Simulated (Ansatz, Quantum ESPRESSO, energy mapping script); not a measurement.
## Spin model of MnS from collinear orders

Wanted: the magnetic order of MnS, its couplings and an estimate of its ordering temperature, by LDA+U (3.6 eV), QE, GBRV.

Program: Quantum ESPRESSO 7.5. Level of theory: LDA with U = 3.6 eV on Mn d, ortho-atomic projectors; plane waves, U on orthogonalised atomic orbitals unless named otherwise, collinear spin, no spin–orbit coupling. Results are calculated unless marked as measured.

**Measured values to reproduce.**

For MnS, rock salt (x = 0), “Single-Crystal and Powder Neutron Diffraction Study of FeXMn1-XS Solid Solutions” (2011, arxiv:1108.4537) gives, by neutron diffraction: ordering temperature (Neel temperature) 150 K.

The database entry behind the starting cell differs from later determinations by our own check (an axis about 0.2 % short against later determinations), so it need not match the best structure at ambient conditions.

## 1. Starting point

It takes space group Fm-3m (No. 225, cubic). The conventional cell has a = 5.209 Å, b = 5.209 Å, c = 5.209 Å, α = 90.00°, β = 90.00°, γ = 90.00°. Mn has 6 S at 2.60 Å nearest. S has 6 Mn at 2.60 Å nearest. Farther neighbours and most contacts between anions are not listed.

A Hubbard U penalises fractional filling of the shell. It raises the cost of virtual hops to the neighbours, so couplings that rest on such hops usually weaken. These runs use Quantum ESPRESSO.

## 2. Order 1: parallel, cell A of 4 atoms

The parallel order is the zero of energy for this cell and mesh.

The potential files are GBRV's for LDA; pw.x takes the functional from them.

File pw.in:

```
&control
  calculation = 'scf'
  prefix = 'pw'
  outdir = './tmp/'
  pseudo_dir = './pseudo/'
  verbosity = 'low'
/
&system
  ibrav = 0
  nat = 4
  ntyp = 2
  ecutwfc = 45
  ecutrho = 360
  nbnd = 38
  occupations = 'smearing'
  smearing = 'fd'
  degauss = 0.00367493
  nspin = 2
  starting_magnetization(1) = 0.3000
/
&electrons
  conv_thr = 1.0e-08
  electron_maxstep = 120
  mixing_beta = 0.3
  mixing_mode = 'plain'
/
ATOMIC_SPECIES
  Mn 54.9380 Mn.upf
  S 32.0600 S.upf
CELL_PARAMETERS angstrom
  0.00000000 -2.60450000 -2.60450000
  -2.60450000 0.00000000 -2.60450000
  2.60450000 2.60450000 -5.20900000
ATOMIC_POSITIONS crystal
  Mn 0.50000000 0.50000000 0.50000000
  Mn 0.00000000 0.00000000 0.00000000
  S 0.75000000 0.75000000 0.75000000
  S 0.25000000 0.25000000 0.25000000
K_POINTS automatic
  7 7 7 0 0 0
HUBBARD {ortho-atomic}
U Mn-3d 3.6
```

On the command line:

```bash
$ OMP_NUM_THREADS=1 mpirun -n 4 pw.x -nk 4 -in pw.in > pw.out
```

Output:

```text
Program PWSCF v.7.5 starts
[...]
unit-cell volume          =     476.9026 (a.u.)^3
     number of atoms/cell      =            4
[...]
number of electrons       =        42.00
     number of Kohn-Sham states=           38
     kinetic-energy cutoff     =      45.0000  Ry
     charge density cutoff     =     360.0000  Ry
     scf convergence threshold =      1.0E-08
[...]
Exchange-correlation=  SLA  PZ   NOGX NOGC
[...]
Hubbard projectors: ortho-atomic
     Hubbard parameters of DFT+U (Dudarev formulation) in eV:
[...]
atomic species   magnetization
[...]
12 Sym. Ops., with inversion, found
[...]
number of k points=    44  Fermi-Dirac smearing, width (Ry)=  0.0037
[...]
Number of occupied Hubbard levels =   10.0000
     Atomic wfc used for Hubbard projectors are orthogonalized
[...]
iteration #  1     ecut=    45.00 Ry     beta= 0.30
[...]
Number of occupied Hubbard levels =   10.0136
     total energy              =    -470.32418064 Ry
     estimated scf accuracy    <       0.98096029 Ry
     total magnetization       =     9.99 Bohr mag/cell
     absolute magnetization    =     9.99 Bohr mag/cell
     iteration #  2     ecut=    45.00 Ry     beta= 0.30
[...]
total energy              =    -470.49559949 Ry
     estimated scf accuracy    <       0.04052927 Ry
     total magnetization       =    10.00 Bohr mag/cell
     absolute magnetization    =    10.00 Bohr mag/cell
     iteration #  3     ecut=    45.00 Ry     beta= 0.30
[...]
total energy              =    -470.50513076 Ry
     estimated scf accuracy    <       0.01769100 Ry
     total magnetization       =    10.00 Bohr mag/cell
     absolute magnetization    =    10.00 Bohr mag/cell
     iteration #  4     ecut=    45.00 Ry     beta= 0.30
[...]
total energy              =    -470.50586763 Ry
     estimated scf accuracy    <       0.00157093 Ry
     total magnetization       =    10.00 Bohr mag/cell
     absolute magnetization    =    10.00 Bohr mag/cell
     iteration #  5     ecut=    45.00 Ry     beta= 0.30
[...]
total energy              =    -470.50617427 Ry
     estimated scf accuracy    <       0.00007697 Ry
     total magnetization       =    10.00 Bohr mag/cell
     absolute magnetization    =    10.00 Bohr mag/cell
     iteration #  6     ecut=    45.00 Ry     beta= 0.30
[...]
total energy              =    -470.50619450 Ry
     estimated scf accuracy    <       0.00003939 Ry
     total magnetization       =    10.00 Bohr mag/cell
     absolute magnetization    =    10.00 Bohr mag/cell
     iteration #  7     ecut=    45.00 Ry     beta= 0.30
[...]
total energy              =    -470.50619055 Ry
     estimated scf accuracy    <       0.00001228 Ry
     total magnetization       =    10.00 Bohr mag/cell
     absolute magnetization    =    10.00 Bohr mag/cell
     iteration #  8     ecut=    45.00 Ry     beta= 0.30
[...]
total energy              =    -470.50619344 Ry
     estimated scf accuracy    <       0.00000006 Ry
     total magnetization       =    10.00 Bohr mag/cell
     absolute magnetization    =    10.00 Bohr mag/cell
     iteration #  9     ecut=    45.00 Ry     beta= 0.30
[...]
total energy              =    -470.50619355 Ry
     estimated scf accuracy    <       0.00000053 Ry
     total magnetization       =    10.00 Bohr mag/cell
     absolute magnetization    =    10.00 Bohr mag/cell
     iteration # 10     ecut=    45.00 Ry     beta= 0.30
[...]
total energy              =    -470.50619368 Ry
     estimated scf accuracy    <       0.00000001 Ry
     total magnetization       =    10.00 Bohr mag/cell
     absolute magnetization    =    10.00 Bohr mag/cell
     iteration # 11     ecut=    45.00 Ry     beta= 0.30
[...]
Magnetic moment per site  (integrated on atomic sphere of radius R)
     atom   1 (R=0.292)  charge= 13.1656  magn=  4.4577
     atom   2 (R=0.292)  charge= 13.1660  magn=  4.4579
     atom   3 (R=0.292)  charge=  4.6836  magn=  0.1488
     atom   4 (R=0.292)  charge=  4.6836  magn=  0.1488
     End of self-consistent calculation
     =================== HUBBARD OCCUPATIONS ===================
     ------------------------ ATOM    1 ------------------------
     Tr[ns(  1)] (up, down, total) =   4.96799  0.29614  5.26412
     Atomic magnetic moment for atom   1 =   4.67185
     SPIN  1
     eigenvalues:
       0.990  0.990  0.996  0.996  0.996
     eigenvectors (columns):
      -0.034 -0.999  0.000  0.000  0.000
       0.000 -0.000  0.577 -0.219 -0.786
      -0.000 -0.000  0.577 -0.571  0.583
       0.999 -0.034 -0.000 -0.000  0.000
       0.000  0.000  0.577  0.791  0.203
     occupation matrix ns (before diag.):
       0.990 -0.000 -0.000  0.000  0.000
      -0.000  0.996 -0.000 -0.000 -0.000
      -0.000 -0.000  0.996  0.000 -0.000
[...]
------ SPIN UP ------------
          k = 0.0000 0.0000-0.0000 (  2437 PWs)   bands (ev):
   -71.6194 -71.6190 -40.7115 -40.7045 -40.7045 -40.7036 -40.7034 -40.7034
    -4.3688  -2.9421   2.5578   3.7603   3.7603   4.6020   4.6021   4.6021
     4.7057   4.7057   5.0987   5.0987   5.8791   8.3381   8.3381   8.3381
     9.9238   9.9238  11.6370  12.7151  15.2441  15.2441  18.4224  18.4539
    18.4539  18.4539  20.4361  21.5680  21.9145  21.9146
          k = 0.0505 0.0505-0.0505 (  2454 PWs)   bands (ev):
   -71.6194 -71.6190 -40.7112 -40.7045 -40.7045 -40.7040 -40.7034 -40.7034
    -4.3150  -3.0403   2.7240   3.7967   3.7967   4.5691   4.5989   4.5989
     4.6708   4.6708   5.0736   5.0736   5.8909   7.9699   8.4237   8.4237
     9.8415   9.8415  12.0240  12.8246  15.4108  15.4108  17.9388  18.2493
    18.4461  18.4461  20.5056  20.5056  20.9275  21.6923
          k = 0.1010 0.1010-0.1010 (  2451 PWs)   bands (ev):
   -71.6193 -71.6191 -40.7101 -40.7050 -40.7043 -40.7043 -40.7036 -40.7036
    -4.1582  -3.2914   3.1596   3.9024   3.9024   4.4481   4.4669   4.4669
[...]
18.1873  18.1873  19.8252  19.8252  21.1623  21.2173
          k = 0.1515 0.1515-0.1515 (  2442 PWs)   bands (ev):
[...]
17.4324  17.4324  19.9569  19.9569  20.5127  20.5127
          k =-0.1515 0.0505-0.0505 (  2434 PWs)   bands (ev):
[...]
18.2856  18.4277  18.8271  21.0019  21.7057  21.8348
          k =-0.1010 0.1010-0.1010 (  2439 PWs)   bands (ev):
[...]
18.1873  18.3295  19.8251  19.8251  21.1621  21.3949
          k =-0.0505 0.1515-0.1515 (  2447 PWs)   bands (ev):
[...]
17.7481  17.9650  18.9823  20.6048  20.8205  21.6902
          k =-0.0000 0.2020-0.2020 (  2444 PWs)   bands (ev):
[...]
17.2809  17.3648  18.9405  20.0999  21.3073  22.1352
          k =-0.3030-0.1010 0.1010 (  2457 PWs)   bands (ev):
[...]
16.6291  17.9346  19.3166  19.3550  21.6956  22.1197
          k =-0.2525-0.0505 0.0505 (  2437 PWs)   bands (ev):
[...]
17.1547  18.3028  18.6819  20.0248  21.6310  22.5590
          k =-0.2020-0.0000 0.0000 (  2443 PWs)   bands (ev):
[...]
k =-0.3030 0.1010-0.1010 (  2441 PWs)   bands (ev):
[...]
k =-0.2525 0.1515-0.1515 (  2427 PWs)   bands (ev):
[...]
k =-0.2020 0.2020-0.2020 (  2427 PWs)   bands (ev):
[...]
k =-0.1515 0.2525-0.2525 (  2442 PWs)   bands (ev):
[...]
k =-0.4546-0.0505 0.0505 (  2441 PWs)   bands (ev):
[...]
k =-0.4041 0.0000-0.0000 (  2428 PWs)   bands (ev):
[...]
k =-0.3536 0.0505-0.0505 (  2438 PWs)   bands (ev):
[... cut ...]
[...]
k =-0.4546-0.0505 0.0505 (  2441 PWs)   bands (ev):
[...]
k =-0.6061-0.0000 0.0000 (  2416 PWs)   bands (ev):
[...]
k =-0.2525-0.0505-0.1515 (  2442 PWs)   bands (ev):
[...]
k =-0.2020-0.0000-0.2020 (  2427 PWs)   bands (ev):
[...]
k =-0.1010 0.1010-0.3030 (  2453 PWs)   bands (ev):
[...]
k =-0.4041-0.2020 0.0000 (  2443 PWs)   bands (ev):
[...]
k =-0.4041 0.0000-0.2020 (  2425 PWs)   bands (ev):
[...]
k =-0.3536 0.0505-0.2525 (  2429 PWs)   bands (ev):
[...]
k =-0.3030 0.1010-0.3030 (  2421 PWs)   bands (ev):
[...]
k =-0.2525 0.1515-0.3536 (  2420 PWs)   bands (ev):
[...]
k =-0.5556-0.1515-0.0505 (  2435 PWs)   bands (ev):
[...]
k =-0.5051-0.1010-0.1010 (  2440 PWs)   bands (ev):
[...]
k =-0.4546-0.0505-0.1515 (  2443 PWs)   bands (ev):
[...]
k = 0.5051-0.3030 0.1010 (  2430 PWs)   bands (ev):
[...]
k = 0.6061-0.2020 0.0000 (  2413 PWs)   bands (ev):
[...]
k = 0.6566-0.1515-0.0505 (  2420 PWs)   bands (ev):
[...]
k = 0.3536-0.4546 0.2525 (  2410 PWs)   bands (ev):
[...]
19.8678  21.4016  22.4553  22.5788  22.8887  23.5362
          k = 0.5556-0.4546 0.0505 (  2425 PWs)   bands (ev):
[...]
18.9046  19.1128  21.8417  22.2666  22.9004  23.8419
          k = 0.6061-0.4041 0.0000 (  2422 PWs)   bands (ev):
[...]
18.4970  18.5422  21.4175  22.8853  23.3270  23.4129
          k = 0.6566-0.3536-0.0505 (  2426 PWs)   bands (ev):
[...]
12.8838  13.7335  14.8648  15.8042  17.0335  17.5029  17.6937  17.8089
    18.0468  18.3600  21.2345  23.0808  23.2584  24.1299
          k = 0.4546-0.5556 0.1515 (  2415 PWs)   bands (ev):
   -66.7193 -66.7193 -35.9625 -35.9623 -35.9590 -35.9582 -35.9563 -35.9562
    -2.5060  -2.4578   4.5735   4.7001   5.7712   6.0557   6.9712   7.0388
    11.5934  11.7295  12.4803  12.5173  12.6189  12.6821  12.8941  12.8976
    12.9313  13.0308  14.3751  14.7225  16.6507  17.0854  18.3137  18.6316
    18.9669  19.0697  22.2387  22.4719  22.7019  23.6259
     the Fermi energy is    10.1890 ev
!    total energy              =    -470.50619368 Ry
     estimated scf accuracy    <          2.9E-09 Ry
     smearing contrib. (-TS)   =      -0.00001043 Ry
     internal energy E=F+TS    =    -470.50618325 Ry
     The total energy is F=E-TS. E is the sum of the following terms:
     one-electron contribution =    -265.65009579 Ry
     hartree contribution      =     147.69762410 Ry
     xc contribution           =     -69.64688624 Ry
     ewald contribution        =    -282.98656422 Ry
     Hubbard energy            =       0.07973889 Ry
     total magnetization       =    10.00 Bohr mag/cell
     absolute magnetization    =    10.00 Bohr mag/cell
     convergence has been achieved in  11 iterations
=------------------------------------------------------------------------------=
   JOB DONE.
=------------------------------------------------------------------------------=
```

Elapsed: 42 s, on 4 MPI ranks of Arm Neoverse V2, shared host; peak memory 0.51 GiB.

Spin moment in the sphere by atom:

```csv
atom,spin moment in the sphere (μB)
Mn1,4.46
Mn2,4.46
S3,0.15
S4,0.15
```

The run ends ferromagnetic.

## 3. Order 2: compensated +−, cell A of 4 atoms

This order reverses 6 of the 12 neighbours at 3.68 Å, 6 of the 6 neighbours at 5.21 Å and 12 of the 24 neighbours at 6.38 Å, counted for an average magnetic atom.

pw.in: that of step 2 with these lines changed.

```diff
@@ -10,6 +10,6 @@
   nat = 4
-  ntyp = 2
+  ntyp = 3
   ecutwfc = 45
   ecutrho = 360
-  nbnd = 38
+  nbnd = 33
   occupations = 'smearing'
@@ -19,2 +19,3 @@
   starting_magnetization(1) = 0.3000
+  starting_magnetization(2) = -0.3000
 /
@@ -27,3 +28,4 @@
 ATOMIC_SPECIES
-  Mn 54.9380 Mn.upf
+  Mn1 54.9380 Mn.upf
+  Mn2 54.9380 Mn.upf
   S 32.0600 S.upf
@@ -34,4 +36,4 @@
 ATOMIC_POSITIONS crystal
-  Mn 0.50000000 0.50000000 0.50000000
-  Mn 0.00000000 0.00000000 0.00000000
+  Mn1 0.50000000 0.50000000 0.50000000
+  Mn2 0.00000000 0.00000000 0.00000000
   S 0.75000000 0.75000000 0.75000000
@@ -41,2 +43,3 @@
 HUBBARD {ortho-atomic}
-U Mn-3d 3.6
+U Mn1-3d 3.6
+U Mn2-3d 3.6
```

Output:

```text
[banner, memory and clock lines left out]
Program PWSCF v.7.5 starts
[...]
unit-cell volume          =     476.9026 (a.u.)^3
     number of atoms/cell      =            4
[...]
number of electrons       =        42.00
     number of Kohn-Sham states=           33
     kinetic-energy cutoff     =      45.0000  Ry
     charge density cutoff     =     360.0000  Ry
     scf convergence threshold =      1.0E-08
[...]
Exchange-correlation=  SLA  PZ   NOGX NOGC
[...]
Hubbard projectors: ortho-atomic
     Hubbard parameters of DFT+U (Dudarev formulation) in eV:
[...]
atomic species   magnetization
[...]
12 Sym. Ops., with inversion, found
[...]
number of k points=    44  Fermi-Dirac smearing, width (Ry)=  0.0037
[...]
Number of occupied Hubbard levels =   10.0000
     Atomic wfc used for Hubbard projectors are orthogonalized
[...]
iteration #  1     ecut=    45.00 Ry     beta= 0.30
[...]
Number of occupied Hubbard levels =   10.0463
     total energy              =    -470.32426110 Ry
     estimated scf accuracy    <       0.99547908 Ry
     total magnetization       =    -0.00 Bohr mag/cell
     absolute magnetization    =     9.27 Bohr mag/cell
     iteration #  2     ecut=    45.00 Ry     beta= 0.30
[...]
total energy              =    -470.50407266 Ry
     estimated scf accuracy    <       0.03897214 Ry
     total magnetization       =     0.00 Bohr mag/cell
     absolute magnetization    =     9.31 Bohr mag/cell
     iteration #  3     ecut=    45.00 Ry     beta= 0.30
[...]
total energy              =    -470.51511825 Ry
     estimated scf accuracy    <       0.01871426 Ry
     total magnetization       =     0.00 Bohr mag/cell
     absolute magnetization    =     9.29 Bohr mag/cell
[...]
total energy              =    -470.51696208 Ry
[...]
iteration # 12     ecut=    45.00 Ry     beta= 0.30
[...]
total energy              =    -470.51696207 Ry
     estimated scf accuracy    <       0.00000002 Ry
     total magnetization       =    -0.00 Bohr mag/cell
     absolute magnetization    =     9.31 Bohr mag/cell
     iteration # 13     ecut=    45.00 Ry     beta= 0.30
[...]
Magnetic moment per site  (integrated on atomic sphere of radius R)
     atom   1 (R=0.292)  charge= 13.1767  magn=  4.3605
     atom   2 (R=0.292)  charge= 13.1771  magn= -4.3607
     atom   3 (R=0.292)  charge=  4.6752  magn= -0.0000
[...]
19.1341
          k = 0.0505 0.0505-0.0505 (  2454 PWs)   bands (ev):
[...]
19.0974
          k = 0.1010 0.1010-0.1010 (  2451 PWs)   bands (ev):
[...]
18.8048
          k = 0.1515 0.1515-0.1515 (  2442 PWs)   bands (ev):
[...]
k =-0.1515 0.0505-0.0505 (  2434 PWs)   bands (ev):
[...]
k =-0.1010 0.1010-0.1010 (  2439 PWs)   bands (ev):
[...]
k =-0.0505 0.1515-0.1515 (  2447 PWs)   bands (ev):
[...]
k =-0.3030-0.1010 0.1010 (  2457 PWs)   bands (ev):
[...]
k =-0.2525-0.0505 0.0505 (  2437 PWs)   bands (ev):
[...]
k =-0.2020-0.0000 0.0000 (  2443 PWs)   bands (ev):
[...]
[... cut ...]
[...]
k =-0.6061-0.0000 0.0000 (  2416 PWs)   bands (ev):
[...]
k =-0.2525-0.0505-0.1515 (  2442 PWs)   bands (ev):
[...]
k =-0.2020-0.0000-0.2020 (  2427 PWs)   bands (ev):
[...]
k =-0.4041-0.2020 0.0000 (  2443 PWs)   bands (ev):
[...]
k =-0.3030 0.1010-0.3030 (  2421 PWs)   bands (ev):
[...]
k =-0.2525 0.1515-0.3536 (  2420 PWs)   bands (ev):
[...]
k =-0.5556-0.1515-0.0505 (  2435 PWs)   bands (ev):
[...]
k =-0.5051-0.1010-0.1010 (  2440 PWs)   bands (ev):
[...]
k =-0.4546-0.0505-0.1515 (  2443 PWs)   bands (ev):
[...]
k = 0.5051-0.3030 0.1010 (  2430 PWs)   bands (ev):
[...]
k = 0.6061-0.2020 0.0000 (  2413 PWs)   bands (ev):
[...]
k = 0.6566-0.1515-0.0505 (  2420 PWs)   bands (ev):
[...]
k = 0.3536-0.4546 0.2525 (  2410 PWs)   bands (ev):
[...]
k = 0.5556-0.4546 0.0505 (  2425 PWs)   bands (ev):
[...]
k = 0.6061-0.4041 0.0000 (  2422 PWs)   bands (ev):
[...]
k = 0.6566-0.3536-0.0505 (  2426 PWs)   bands (ev):
[...]
17.5870
          k = 0.4546-0.5556 0.1515 (  2415 PWs)   bands (ev):
[...]
5.5456   6.2631   6.5350   7.9632   8.2221  11.8581  12.1412  12.5579
    12.5938  12.8432  13.7655  14.1133  16.1637  16.6143  17.8292  18.2553
    18.4479
     the Fermi energy is    10.2209 ev
!    total energy              =    -470.51696208 Ry
     estimated scf accuracy    <          8.7E-10 Ry
     smearing contrib. (-TS)   =      -0.00000000 Ry
     internal energy E=F+TS    =    -470.51696208 Ry
     The total energy is F=E-TS. E is the sum of the following terms:
     one-electron contribution =    -265.83126123 Ry
     hartree contribution      =     147.82942806 Ry
     xc contribution           =     -69.62069443 Ry
     ewald contribution        =    -282.98656422 Ry
     Hubbard energy            =       0.09212975 Ry
     total magnetization       =    -0.00 Bohr mag/cell
     absolute magnetization    =     9.31 Bohr mag/cell
     convergence has been achieved in  13 iterations
```

Run time: 43 s. Hardware: 4 MPI ranks; peak memory 0.61 GiB; 2.8 min of CPU time.

Spin moment in the sphere by atom:

```csv
atom,spin moment in the sphere (μB)
Mn1,4.36
Mn2,-4.36
S3,0.00
S4,0.00
```

The run ends antiferromagnetic, 73.29 meV a magnetic atom below the parallel order of its cell.

## 4. Run 3 (parallel; cell B, 4 atoms)

A new cell needs its own zero of energy.

This run holds the same structure in another cell (c 6.380 → 5.209 Å, α 73.2 → 90.0°, β 73.2 → 90.0°, γ 60.0 → 90.0°).

File pw.in:

```
&control
  calculation = 'scf'
  prefix = 'pw'
  outdir = './tmp/'
  pseudo_dir = './pseudo/'
  verbosity = 'low'
/
&system
  ibrav = 0
  nat = 4
  ntyp = 2
  ecutwfc = 45
  ecutrho = 360
  nbnd = 38
  occupations = 'smearing'
  smearing = 'fd'
  degauss = 0.00367493
  nspin = 2
  starting_magnetization(1) = 0.3000
/
&electrons
  conv_thr = 1.0e-08
  electron_maxstep = 120
  mixing_beta = 0.3
  mixing_mode = 'plain'
/
ATOMIC_SPECIES
  Mn 54.9380 Mn.upf
  S 32.0600 S.upf
CELL_PARAMETERS angstrom
  0.00000000 -2.60450000 -2.60450000
  0.00000000 2.60450000 -2.60450000
  5.20900000 0.00000000 0.00000000
ATOMIC_POSITIONS crystal
  Mn 0.50000000 0.50000000 0.50000000
  Mn 0.00000000 0.00000000 0.00000000
  S 0.50000000 0.50000000 0.00000000
  S 0.00000000 0.00000000 0.50000000
K_POINTS automatic
  6 6 4 0 0 0
HUBBARD {ortho-atomic}
U Mn-3d 3.6
```

Output:

```text
[banner, memory and clock lines left out]
Program PWSCF v.7.5 starts
[...]
unit-cell volume          =     476.9026 (a.u.)^3
     number of atoms/cell      =            4
[...]
number of electrons       =        42.00
     number of Kohn-Sham states=           38
     kinetic-energy cutoff     =      45.0000  Ry
     charge density cutoff     =     360.0000  Ry
[...]
The total energy is F=E-TS. E is the sum of the following terms:
     one-electron contribution =    -265.65076197 Ry
     hartree contribution      =     147.69879428 Ry
     xc contribution           =     -69.64723399 Ry
     ewald contribution        =    -282.98656422 Ry
     Hubbard energy            =       0.07973601 Ry
     total magnetization       =    10.00 Bohr mag/cell
     absolute magnetization    =    10.00 Bohr mag/cell
     convergence has been achieved in  10 iterations
[key lines of the parts left out:]
!    total energy              =    -470.50604929 Ry
the Fermi energy is    10.1721 ev
```

Elapsed: 24 s, on 4 MPI ranks; peak memory 0.45 GiB; 94 s of CPU time.

The run ends ferromagnetic. For each magnetic atom its energy differs from the parallel run of the first cell by 1.01 meV, an error that one common reference would have brought in.

(Part 1 of 2 ends here.)

[Logs and program files are shortened in this print: banners, set-up blocks, solver, clock and traceback lines can be left out without a mark of their own.]

[Logs are printed without paths, hosts, clocks, repeated set-up lines and the standing remarks that a program may print on its own settings, such as how far it seeks lower states.]

[Hosts, paths, dates, database ids (printed as entryN), source tags and the programs' standing remarks are cut or masked in the printed files.]

[Where a cell is said to come from a database of computed structures, the database is the Materials Project.]
